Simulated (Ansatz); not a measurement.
# Binding across the interface in Zr2CO2 MXene, 4 layers (80 atoms), part 3 of 3

How much energy holds the two parts of Zr2CO2 MXene, 4 layers (80 atoms) together, and how does it fall off with distance?

Ansatz 0.2.0; Kohn-Sham DFT, PBE+D3(BJ), PAW (set soft_2), plane waves.

The cell: 16 C, 32 Zr and 32 O. The cell is under 6 Å thick along two periodic directions.

So far. Step 2 (Single point at the start): The r.m.s. force at the start is 0.40 eV/Å. Step 3 (Relaxation): The relaxation converged after 30 steps, 6.75 eV below its start, with a largest force component of 0.0040 eV/Å.

## 6. The upper part alone

The upper part (layer 4) is solved alone in the same way.

input.yaml

```yaml
crystal:
  lattice:
    - [6.7524, 0.0, 0.0]
    - [-3.3762, 5.84775, 0.0]
    - [0.0, 0.0, 40.78]
  atoms:
    - { symbol: C, position: [0.12605, 0.5007, 0.72024] }
    - { symbol: Zr, position: [0.29282, 0.83411, 0.75413] }
    - { symbol: Zr, position: [0.45936, 0.66738, 0.68637] }
    - { symbol: O, position: [0.45945, 0.66741, 0.77574] }
    - { symbol: O, position: [0.29264, 0.834, 0.66616] }
    - { symbol: C, position: [0.12605, 0.00071, 0.72024] }
    [... 8 atom lines left out ...]
    - { symbol: O, position: [0.79264, 0.834, 0.66616] }
    - { symbol: C, position: [0.62605, 0.00071, 0.72024] }
    - { symbol: Zr, position: [0.79282, 0.33412, 0.75413] }
    - { symbol: Zr, position: [0.95935, 0.16737, 0.68637] }
    - { symbol: O, position: [0.95945, 0.16741, 0.77573] }
    - { symbol: O, position: [0.79265, 0.33401, 0.66616] }
kpoints:
  mp_grid: { grid: [3, 3, 1] }
hamiltonian:
  xc: pbe
  dispersion: d3bj
scf:
  occupations: { method: fermi_dirac, width: 0.025 }
output:
  forces: true
  eigenvalues: true
  write_density: true
  write_potential: true
  volumetric_format: npy
```

Started as:

```bash
$ ansatz run input.yaml --threads 8 --pin off --max-ram 15872MiB --backend cpu --events-out ev --progress --plain --runs-dir out
```

Numbers of over 12 decimals in the logs are rounded to 6 here.

The log of the run:

```text
[...]
Crystal: 20 atoms, lattice volume = 1610.253 Å³
Basis set: ecut = 420 eV, 31517 PW (Γ), exchange–correlation on 96×96×576 points (8 copies of the dense FFT grid, shifted against one another)
Bands: 100, of which v1, the nominal top of the filled ones, is band 80 counted from 1 (79 counted from 0)
Symmetry: 1 space group operations
[...]
k-points: 5 of 9 (time reversal used)
[...]
SCF iter   1: F=—  HF=-39042.150195 eV  |F-HF|=—  |Δ(HF+E_count)|=         —  Δρ=2.10e-3  dr2=9.38e-2  ethr=1.77e-3  ⟨swp⟩=7.8  Hψ=2323  notcnv=0  defer=4
[...]
SCF iter   8: F=-39042.141629 eV  HF=-39042.141628 eV  |F-HF|=2.86e-7  |Δ(HF+E_count)|=   8.25e-7  Δρ=2.84e-6  dr2=8.86e-8  ethr=6.25e-11  ⟨swp⟩=22.2  Hψ=4736  notcnv=0
SCF 1 converged in 8 iterations: F = -39042.141629 eV  dr2 = 8.86e-8
[...]
SCF converged after 8 iterations
Free energy (F): -39042.141629 eV
[...]
Internal energy: -39042.141629 eV  (E = F + TS)
E sigma→0 (E₀):  -39042.141629 eV
Fermi energy:    -1.586521 eV
[...]
--- Forces (eV/Å), atoms counted from 1 ---
  atom   1  C     -0.00059748     0.00118249     0.08737071
  atom   2  Zr    -0.00176627    -0.00120744    -0.00655595
  atom   3  Zr    -0.00156432    -0.00119364     0.60658427
  atom   4  O     -0.00154174     0.00041347     0.01261204
  atom   5  O      0.00213248     0.00191327    -0.69981587
  atom   6  C      0.00000231    -0.00067272     0.08629766
  atom   7  Zr    -0.00063635    -0.00085507    -0.00700597
  atom   8  Zr    -0.00033624    -0.00059876     0.60623758
  atom   9  O      0.00015534    -0.00131801     0.01612663
  atom  10  O      0.00309122     0.00160481    -0.69955836
  atom  11  C     -0.00037007     0.00105471     0.08174048
  atom  12  Zr     0.00004645    -0.00158194    -0.00606304
  atom  13  Zr     0.00119894    -0.00088198     0.60686685
  atom  14  O     -0.00004970    -0.00030331     0.01237962
[...]
atom  19  O     -0.00117070    -0.00015254     0.01609144
  atom  20  O      0.00097492     0.00148974    -0.69958696
  max |Σ_I F_I| component: 1.93e-5 eV/Å
--- Band table (eV; the first three rows and the last of 5) ---
[...]
```

The job ended after 14 s (8 threads of Intel Xeon Platinum 8259CL at 2.50GHz (Skylake/Cascade Lake), shared host; peak memory 3.7 GiB).

The whole (-156177.648 eV) less the lower (-117132.388 eV) and the upper part (-39042.142 eV) leaves -3.119 eV.

## 7. Upper part moved by +0.3 Å

Moving the upper part rigidly maps the well in which it sits.

input.yaml

```yaml
crystal:
  lattice:
    - [6.7524, 0.0, 0.0]
    - [-3.3762, 5.84775, 0.0]
    - [0.0, 0.0, 40.78]
  atoms:
    - { symbol: C, position: [0.12472, 0.99998, 0.27986] }
    - { symbol: Zr, position: [0.29141, 0.33332, 0.31374] }
    - { symbol: Zr, position: [0.45796, 0.16659, 0.24598] }
    - { symbol: O, position: [0.45813, 0.16668, 0.33394] }
    - { symbol: O, position: [0.29134, 0.33329, 0.22437] }
    - { symbol: C, position: [0.12473, 0.49998, 0.27986] }
    [... 68 atom lines left out ...]
    - { symbol: O, position: [0.79264, 0.834, 0.67352] }
    - { symbol: C, position: [0.62605, 0.00071, 0.7276] }
    - { symbol: Zr, position: [0.79282, 0.33412, 0.76149] }
    - { symbol: Zr, position: [0.95935, 0.16737, 0.69373] }
    - { symbol: O, position: [0.95945, 0.16741, 0.78309] }
    - { symbol: O, position: [0.79265, 0.33401, 0.67352] }
kpoints:
  mp_grid: { grid: [3, 3, 1] }
hamiltonian:
  xc: pbe
  dispersion: d3bj
scf:
  occupations: { method: fermi_dirac, width: 0.025 }
output:
  forces: true
  eigenvalues: true
```

The log of the run:

```text
[...]
Crystal: 80 atoms, lattice volume = 1610.253 Å³
Basis set: ecut = 420 eV, 31517 PW (Γ), exchange–correlation on 96×96×576 points (8 copies of the dense FFT grid, shifted against one another)
Bands: 400, of which v1, the nominal top of the filled ones, is band 320 counted from 1 (319 counted from 0)
Symmetry: 1 space group operations
[...]
k-points: 5 of 9 (time reversal used)
[...]
SCF iter   1: F=—  HF=-156177.369412 eV  |F-HF|=—  |Δ(HF+E_count)|=         —  Δρ=5.01e-3  dr2=8.31e-1  ethr=1.77e-3  ⟨swp⟩=6.2  Hψ=7570  notcnv=0  defer=242
[...]
SCF iter   5: F=—  HF=-156177.281443 eV  |F-HF|=—  |Δ(HF+E_count)|=   5.30e-4  Δρ=1.97e-4  dr2=5.41e-4  ethr=2.40e-6  ⟨swp⟩=2.6  Hψ=2487  notcnv=0  defer=208
[...]
SCF iter  10: F=—  HF=-156177.281562 eV  |F-HF|=—  |Δ(HF+E_count)|=   3.08e-7  Δρ=3.20e-6  dr2=2.60e-7  ethr=1.56e-11  ⟨swp⟩=14.8  Hψ=9214  notcnv=0
SCF iter  11: F=-156177.281562 eV  HF=-156177.281562 eV  |F-HF|=6.69e-10  |Δ(HF+E_count)|=   7.57e-9  Δρ=1.12e-6  dr2=2.36e-8  ethr=1.56e-11  ⟨swp⟩=2.0  Hψ=5838  notcnv=0
SCF 1 converged in 11 iterations: F = -156177.281562 eV  dr2 = 2.36e-8
[...]
SCF converged after 11 iterations
Free energy (F): -156177.281562 eV
[...]
Internal energy: -156177.281562 eV  (E = F + TS)
E sigma→0 (E₀):  -156177.281562 eV
Entropy (-TS):   -0.000000 eV (-0.000 meV/atom)
Fermi energy:    6.542981 eV
[...]
Σ components = -156177.281562   (vs F -156177.281562, Δ=0.00e0)
--- Forces (eV/Å), atoms counted from 1 ---
  atom   1  C      0.00099009     0.00018184     0.00045881
  atom   2  Zr    -0.00019507     0.00112632     0.00025353
  atom   3  Zr     0.00003293     0.00059649    -0.00261560
  atom   4  O      0.00039414    -0.00035134     0.00363752
[...]
atom  80  O     -0.00036703     0.00047932    -0.39286596
  max |Σ_I F_I| component: 3.97e-5 eV/Å
--- Band table (eV; the first three rows and the last of 5) ---
[...]
```

It took 68 s on 8 threads; peak memory 12 GiB; 8.8 min of CPU time.

Upper part moved by +0.3 Å: the energy stands 0.366 eV above that of the reference.

## 8. Upper part moved by -0.3 Å

Another point of the curve.

Input and log are left out; they have the form of those shown for this kind of step.

Wall time 63 s (8 threads of Intel Xeon Platinum 8259CL at 2.50GHz (Skylake/Cascade Lake), shared host); peak memory 12 GiB.

Upper part moved by -0.3 Å: the energy stands 1.42 eV above that of the reference.

## 9. Upper part moved by +0.8 Å

Another point of the curve.

Input and log are left out; they have the form of those shown for this kind of step.

Run time: 62 s. Hardware: 8 threads of Intel Xeon Platinum 8259CL at 2.50GHz (Skylake/Cascade Lake), shared host; peak memory 12 GiB.

Upper part moved by +0.8 Å: the energy stands 1.14 eV above that of the reference.

## 10. Interaction energy

Whole cell less its two parts, each frozen at the geometry of the whole and solved in the same cell with the same functional, so that energy zeros cancel. The upper part is 'layer 4' and the lower part 'layer 1, layer 2 and layer 3'. The nearest atoms of the two parts stand 2.40 Å apart. The face is 39.49 Å².

| functional | interaction energy (eV) | of it, the added dispersion term (eV) | per area (meV/Å²) | per area (J/m²) | per atom of the upper part (meV) |
| --- | --- | --- | --- | --- | --- |
| PBE+D3(BJ) | -3.119 | -2.318 | -79.0 | -1.27 | -155.9 |

## 11. Energy against separation

The upper part is moved rigidly along the normal from its place in the reference.

| shift (Å) | energy change (eV) | per area (meV/Å²) | share of the binding lost (%) | gap (eV) |
| --- | --- | --- | --- | --- |
| -0.3 | 1.423 | 36.04 | - | 0.786 |
| +0.0 | 0.000 | 0.00 | - | 0.754 |
| +0.3 | 0.366 | 9.28 | 12 | 0.739 |
| +0.8 | 1.143 | 28.95 | 37 | 0.764 |

## 12. Levels of whole and parts

| cell | gap (eV) | vacuum level at the upper face, over the highest filled level, or over E_F where no gap is given (eV) | moment (μB) |
| --- | --- | --- | --- |
| whole | 0.754 | 5.23 | no spin |
| lower part | 0.800 | - | no spin |
| upper part | 1.16 | - | no spin |

A dash marks a cell without a clear gap, or without a flat potential in the vacuum.

## 13. What came out

The parts bind with 79.0 meV/Å² (3.12 eV for the cell) at the level PBE+D3(BJ), far more than van der Waals binding between intact sheets, and bonds of chemical length cross the interface. The added dispersion term contributes -2.318 eV, the functional itself -0.800 eV. The curvature over ±0.3 Å is 8.1×10²⁰ N/m³, and the energy rises faster on the near side. At +0.8 Å, 37 % of the binding is lost; the shift also narrows the vacuum to the periodic image. On the run's k-points the gap of the whole, 0.754 eV, lies 0.045 eV under the smaller of the parts'.

Caveats: The parts are frozen, so the energy of their deformation isn't counted. No correction is made for dipoles across the vacuum, and the parts also feel their periodic images through it.

The DFT runs together took 36 min of wall time.

[Logs are printed without paths, hosts, clocks, repeated set-up lines and the standing remarks that a program may print on its own settings, such as how far it seeks lower states.]

[Hosts, paths, dates, database ids (printed as entryN), source tags and the programs' standing remarks are cut or masked in the printed files.]
